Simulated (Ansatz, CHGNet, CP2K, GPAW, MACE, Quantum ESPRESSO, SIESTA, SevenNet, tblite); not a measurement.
# Running random rutile alloy of IrO2 and SiO2 (96 atoms) with CP2K, part 2 of 2

How do the settings of CP2K change the result for random rutile alloy of IrO2 and SiO2 (96 atoms)? A plane-wave run serves as the yardstick.

Program: CP2K 2026.2; the method stands at each step. Banners, paths, timers and routine set-up lines are dropped from the logs unmarked, and long logs keep their key lines alone; longer cuts are marked.

So far. Step 2 (PBE, DZVP-UZH, 600/50 Ry, diagonalisation): Forces lie 2.6 % from the reference's, at 0.96 times its CPU time. Step 3 (PBE, SZV-MOLOPT-SR, 600/50 Ry, diagonalisation): Against the first run (2.6 %), the force difference from the reference is 37 %, at 0.35 times the CPU time (on 2 against 4 cores), with 480 basis functions against 1456; this set comes with other potentials too, so the change isn't the basis's alone.

## Step 4: PBE, DZVP-UZH, 210/50 Ry, diagonalisation

Method: Kohn-Sham DFT, PBE, GTH-PBE pseudopotentials, Gaussian and plane waves, DZVP-MOLOPT (UZH set), diagonalisation.

File input.inp:

```
&GLOBAL
  PROJECT cell
  RUN_TYPE ENERGY_FORCE
  PRINT_LEVEL LOW
&END GLOBAL
&FORCE_EVAL
  METHOD QS
  STRESS_TENSOR ANALYTICAL
  &DFT
    BASIS_SET_FILE_NAME BASIS_MOLOPT_UZH
    POTENTIAL_FILE_NAME POTENTIAL_UZH
    &MGRID
      CUTOFF 210
      REL_CUTOFF 50
    &END MGRID
    &QS
      EPS_DEFAULT 1.0E-12
    &END QS
    &SCF
      SCF_GUESS ATOMIC
      EPS_SCF 1.0E-06
      MAX_SCF 200
      ADDED_MOS 60
      &DIAGONALIZATION
        ALGORITHM STANDARD
      &END DIAGONALIZATION
      &SMEAR ON
        METHOD FERMI_DIRAC
        ELECTRONIC_TEMPERATURE [K] 580
      &END SMEAR
      &MIXING
        METHOD BROYDEN_MIXING
        ALPHA 0.15
        NBROYDEN 8
      &END MIXING
      &PRINT
        &RESTART OFF
        &END RESTART
      &END PRINT
    &END SCF
    &XC
      &XC_FUNCTIONAL PBE
      &END XC_FUNCTIONAL
    &END XC
    &PRINT
      &MULLIKEN ON
      &END MULLIKEN
      &LOWDIN ON
      &END LOWDIN
      &MO ON
        EIGENVALUES T
        OCCUPATION_NUMBERS T
        MO_INDEX_RANGE 349 372
        &EACH
          QS_SCF 0
        &END EACH
        ADD_LAST NUMERIC
      &END MO
    &END PRINT
  &END DFT
  &SUBSYS
    &CELL
      A 8.67700 0.00000 0.00000
      B 0.00000 8.67700 0.00000
      C 0.00000 0.00000 11.63800
    &END CELL
    &TOPOLOGY
      COORD_FILE_NAME structure.xyz
      COORD_FILE_FORMAT XYZ
    &END TOPOLOGY
    &KIND Si
      BASIS_SET DZVP-MOLOPT-PBE-GTH-q4
      POTENTIAL GTH-PBE-q4
    &END KIND
    &KIND O
      BASIS_SET DZVP-MOLOPT-PBE-GTH-q6
      POTENTIAL GTH-PBE-q6
    &END KIND
    &KIND Ir
      BASIS_SET DZVP-MOLOPT-PBE-GTH-q17
      POTENTIAL GTH-PBE-q17
    &END KIND
  &END SUBSYS
  &PRINT
    &FORCES ON
    &END FORCES
    &STRESS_TENSOR ON
    &END STRESS_TENSOR
  &END PRINT
&END FORCE_EVAL
```

File structure.xyz:

```xyz
96

Si 0.15115 0.09536 0.04178
Si 2.14912 2.09845 1.45778
O 1.23890 1.21868 11.48298
O 2.93664 3.09344 0.13337
O 0.95326 3.60200 1.54681
O 3.55505 0.86944 1.50212
Ir 8.64082 0.00564 2.97875
Ir 2.24838 2.08769 4.26253
O 1.32611 1.29817 2.98259
O 2.90419 2.94931 2.85178
O 0.76149 3.42507 4.29093
O 3.54542 0.82041 4.43478
Ir 8.54797 8.63865 5.86031
Ir 2.23667 2.06270 7.35964
O 1.18484 1.18606 5.93038
O 2.98697 3.17977 5.95772
O 0.74015 3.57484 7.20043
O 3.47583 0.82379 7.12257
Si 0.09796 0.08373 8.75899
Ir 2.24500 1.99502 10.15951
[... 72 atom lines left out ...]
O 5.57610 5.60985 8.84907
O 7.31055 7.35749 8.71849
O 5.33818 7.92384 10.36573
O 7.91299 5.17253 10.27356
```

Launch:

```bash
> OMP_NUM_THREADS=1 mpirun -np 4 cp2k.psmp -i input.inp > output.txt
```

Numbers of over 12 decimals in the logs are rounded to 6 here.

Output:

```text
CP2K| version string:                                       CP2K version 2026.2
 CP2K| Input file name                                                 input.inp
 GLOBAL| Basis set file name                                    BASIS_MOLOPT_UZH
 GLOBAL| Potential file name                                       POTENTIAL_UZH
[... lines left out ...]
 Number of electrons:                                                        720
[... lines left out ...]
  Step     Update method      Time    Convergence         Total energy    Change
[... lines left out ...]
  *** SCF run converged in    32 steps ***
[... lines left out ...]
  Fermi energy:                                                 0.408995
  Total energy:                                             -2771.408024
  Total energy (extrapolated to T->0):                      -2771.403413
[... lines left out ...]
 MO| E(Fermi):            0.408995 a.u.         11.129310 eV
[... lines left out ...]
 ENERGY| Total FORCE_EVAL ( QS ) energy [hartree]          -2771.408036
[... lines left out ...]
 FORCES|      1 -1.01042480E-01 -8.22851621E-02 -9.47314593E-03   1.30652865E-01
 FORCES|      2  3.16397829E-02  1.03787366E-02 -3.46971423E-03   3.34788434E-02
 FORCES|      3  3.31572048E-02  2.41732894E-02  1.07646830E-01   1.15202379E-01
[...]
FORCES|     95 -8.15696921E-02  3.46726481E-02 -6.56682818E-02   1.10309249E-01
 FORCES|     96  1.88874707E-02 -9.04719308E-03  2.31134662E-02   3.11900717E-02
 FORCES| Sum    -2.50777537E-02 -4.54400589E-02  5.24503775E-03
 FORCES| Total atomic force                                       5.21651521E-02
 STRESS| Analytical stress tensor [bar]
 STRESS|                        x                   y                   z
 STRESS|      x        3.14387765268E+05   2.52040618796E+04   9.77499634324E+03
 STRESS|      y        2.52040618796E+04   3.17114820376E+05  -1.92760806066E+04
 STRESS|      z        9.77499634324E+03  -1.92760806066E+04   4.44534306319E+05
 STRESS| 1/3 Trace                                             3.58678963988E+05
```

It took 3.7 min on 4 MPI ranks of Arm Neoverse V2, shared host; peak memory 2.7 GiB; 15 min of CPU time.

Compared with the plane-wave run:

```yaml
r_m_s_force_component: 3.965 eV/Å
r_m_s_difference_of_force_components: 190.1 meV/Å
longest_difference_of_force_vectors: 775.9 meV/Å
force_difference_over_r_m_s_force: 4.783 %
slope_of_forces_against_the_reference_s: 0.9962
correlation_of_force_components: 0.9989
pressure: 35.87 GPa
pressure_difference: 0.7406 GPa
energy_less_the_same_level_run_s: -21.34 meV/atom
r_m_s_force_difference_from_the_same_level_run: 182.4 meV/Å
```

This is a coarse setting, run to see what it loses.

Against the first run (2.6 %), the force difference from the reference is 4.8 %, at 0.86 times the CPU time: the grid matters here.

The forces add up to 2.7 eV/Å instead of zero, usually a sign of too coarse a grid.

## Step 5: GFN1-xTB, diagonalisation

Method: GFN1-xTB tight binding (the program's own implementation), diagonalisation.

File input.inp:

```
&GLOBAL
  PROJECT cell
  RUN_TYPE ENERGY_FORCE
  PRINT_LEVEL LOW
&END GLOBAL
&FORCE_EVAL
  METHOD QS
  STRESS_TENSOR ANALYTICAL
  &DFT
    &QS
      METHOD XTB
      &XTB
        GFN_TYPE 1
        DO_EWALD T
        CHECK_ATOMIC_CHARGES F
      &END XTB
    &END QS
    &SCF
      SCF_GUESS ATOMIC
      EPS_SCF 1.0E-06
      MAX_SCF 200
      ADDED_MOS 72
      &DIAGONALIZATION
        ALGORITHM STANDARD
      &END DIAGONALIZATION
      &SMEAR ON
        METHOD FERMI_DIRAC
        ELECTRONIC_TEMPERATURE [K] 580
      &END SMEAR
      &MIXING
        METHOD BROYDEN_MIXING
        ALPHA 0.15
        NBROYDEN 8
      &END MIXING
      &PRINT
        &RESTART OFF
        &END RESTART
      &END PRINT
    &END SCF
    &PRINT
      &MULLIKEN ON
      &END MULLIKEN
    &END PRINT
  &END DFT
  &SUBSYS
    &CELL
      A 8.67700 0.00000 0.00000
      B 0.00000 8.67700 0.00000
      C 0.00000 0.00000 11.63800
    &END CELL
    &TOPOLOGY
      COORD_FILE_NAME structure.xyz
      COORD_FILE_FORMAT XYZ
    &END TOPOLOGY
  &END SUBSYS
  &PRINT
    &FORCES ON
    &END FORCES
    &STRESS_TENSOR ON
    &END STRESS_TENSOR
  &END PRINT
&END FORCE_EVAL
```

structure.xyz is that of step 4.

Launch:

```bash
> OMP_NUM_THREADS=1 cp2k.psmp -i input.inp > output.txt
```

Output:

```text
CP2K| version string:                                       CP2K version 2026.2
 CP2K| Input file name                                                 input.inp
 GLOBAL| Basis set file name                                           BASIS_SET
 GLOBAL| Potential file name                                           POTENTIAL
 GLOBAL| Run type                                                   ENERGY_FORCE
 GLOBAL| Total number of message passing processes                             1
 GLOBAL| Number of threads for this process                                    1
                  #####   #####        #          ####### ######
                 #     # #     #      #              #    #     #
                 #     # #           #    ##   ##    #    #     #
[... lines left out ...]
                        Smear method:                                FERMI_DIRAC
[... lines left out ...]
 Number of electrons:                                                        592
[... lines left out ...]
  Step     Update method      Time    Convergence         Total energy    Change
[... lines left out ...]
     2 Mixing/Diag.0.15E+00    0.1     4.94759071      -304.1634103053  7.71E+01
     3 Broy./Diag. 0.15E+00    0.1     2.80832719      -361.1432995844 -5.70E+01
     4 Broy./Diag. 0.15E+00    0.1     3.41345301      -305.7123104880  5.54E+01
     5 Broy./Diag. 0.15E+00    0.1     2.87250285      -389.5790046665 -8.39E+01
[... lines left out ...]
   199 Broy./Diag. 0.15E+00    0.1     2.05250451      -388.9697698794  6.62E+00
   200 Broy./Diag. 0.15E+00    0.1     0.48413310      -394.3302706183 -5.36E+00
  Leaving inner SCF loop after reaching   200 steps.
  Core Hamiltonian energy:                                   -396.007323
  Repulsive potential energy:                                   0.760070
  Electronic energy:                                            1.909988
  DFTB3 3rd order energy:                                      -0.424048
  Dispersion energy:                                           -0.563982
  Correction for halogen bonding:                               0.000000
  Electronic entropic energy:                                  -0.0067473
  Fermi energy:                                                -0.358120
  Total energy:                                              -394.330271
  Total energy (extrapolated to T->0):                       -394.326897
 *   ___                                                                       *
 *  /   \                                                                      *
 * [ABORT]                                                                     *
 *  \___/     SCF run NOT converged. To continue the calculation regardless,   *
 *    |             please set the keyword IGNORE_CONVERGENCE_FAILURE.         *
 *  O/|                                                                        *
 * /| |                                                                        *
```

Run time: 27 s. Hardware: 1 thread; peak memory 0.25 GiB.

The run stopped without converging, so its numbers are no property of the system.

## Step 6: The ladder

Differences are against the plane-wave reference, forces as r.m.s. over components; share is that over the reference's r.m.s. force, slope the least-squares factor from reference forces to these. Total energies of different programs have different zeros and aren't compared.

```csv
run,"Δ force, r.m.s. (meV/Å)",share (%),slope,Δ pressure (GPa),cores,CPU time,memory (GiB)
reference,-,-,-,-,4,18 min,3.4
"CP2K PBE, DZVP-UZH, 600/50 Ry, diagonalisation",104,2.63,0.995,-0.321,4,17 min,4.5
"CP2K PBE, SZV-MOLOPT-SR, 600/50 Ry, diagonalisation (coarse)",1487,37.4,1.297,35.2,2,6.1 min,2.2
"CP2K PBE, DZVP-UZH, 210/50 Ry, diagonalisation (coarse)",190,4.78,0.996,0.741,4,15 min,2.7
```

Rows marked coarse were listed beforehand as settings not expected to be converged; some can still land near the reference.

CPU time is summed over cores on a shared host, where runs went side by side, so it is rough. Symmetry, cutoffs, thresholds, outputs and thread counts weren't matched or tuned between programs; memory under MPI is the largest rank's times the ranks.

Within one program, basis, potentials and functional, energies share a zero. Each run against its twin at the usual cutoff or grid and solver:

```csv
run,twin,Δ energy (meV/atom),"Δ force, r.m.s. (meV/Å)",CPU time over the twin's
"CP2K PBE, DZVP-UZH, 210/50 Ry, diagonalisation","DZVP-UZH, 600/50 Ry, diagonalisation",-21.3,182,0.86
```

## Step 7: Outcome

```yaml
nearest_in_forces: CP2K PBE, DZVP-UZH, 600/50 Ry, diagonalisation, 2.6 %
its_cpu_time: 17 min
```

What this shows: The PBE run in local orbitals, coarse settings apart, differs by 2.6 % (CP2K PBE, DZVP-UZH, 600/50 Ry, diagonalisation); basis, grid and potentials can all enter. Runs with settings chosen to be coarse differ by 4.8 % (CP2K PBE, DZVP-UZH, 210/50 Ry, diagonalisation) to 37 % (CP2K PBE, SZV-MOLOPT-SR, 600/50 Ry, diagonalisation), their programs' other errors included. One electronic-structure run takes under half the reference's CPU time: CP2K PBE, SZV-MOLOPT-SR, 600/50 Ry, diagonalisation, at 37 % in 6.1 min against 18 min; its pressure misses by +35.2 GPa. CP2K PBE, SZV-MOLOPT-SR, 600/50 Ry, diagonalisation stiffens the forces by a factor of 1.30 while following their directions (correlation 0.985); the slopes of the 3 CP2K runs lie between 1.00 and 1.30. In pressure, CP2K PBE, SZV-MOLOPT-SR, 600/50 Ry, diagonalisation misses by +35.2 GPa, at the same functional. The potentials hold different valence shells: 688 electrons in the reference, 720 in CP2K with SZV-MOLOPT-SR; this bears on time and differences. The reference's pressure holds the uncorrected Pulay stress of its 60 Ry basis, so small pressure differences, and their order, may be the reference's own error. The reference's stress is far from hydrostatic: its diagonal is 30.5, 30.9, 44.0 GPa, compression counted positive. The host structure and its lattice constant were typed by rule, without a check against the phase diagram. The reference's pressure of 35 GPa belongs to a cell and atoms that aren't relaxed at this level. The runs have no spin polarisation, so any moments at edges, vacancies or dangling bonds can't form. The electronic-structure runs sample only Γ, in a cell whose shortest periodic width is 9 Å, which is coarse for a cell with partly filled levels. Spin–orbit coupling is left out, which matters for the levels of the heavy elements.

[Also dropped from logs without a mark: logging warnings of Python, and SIESTA's first energy breakdown and zero terms.]

[Logs are printed without paths, hosts, clocks, repeated set-up lines and the standing remarks that a program may print on its own settings, such as how far it seeks lower states.]

[Hosts, paths, dates, database ids (printed as entryN), source tags and the programs' standing remarks are cut or masked in the printed files.]
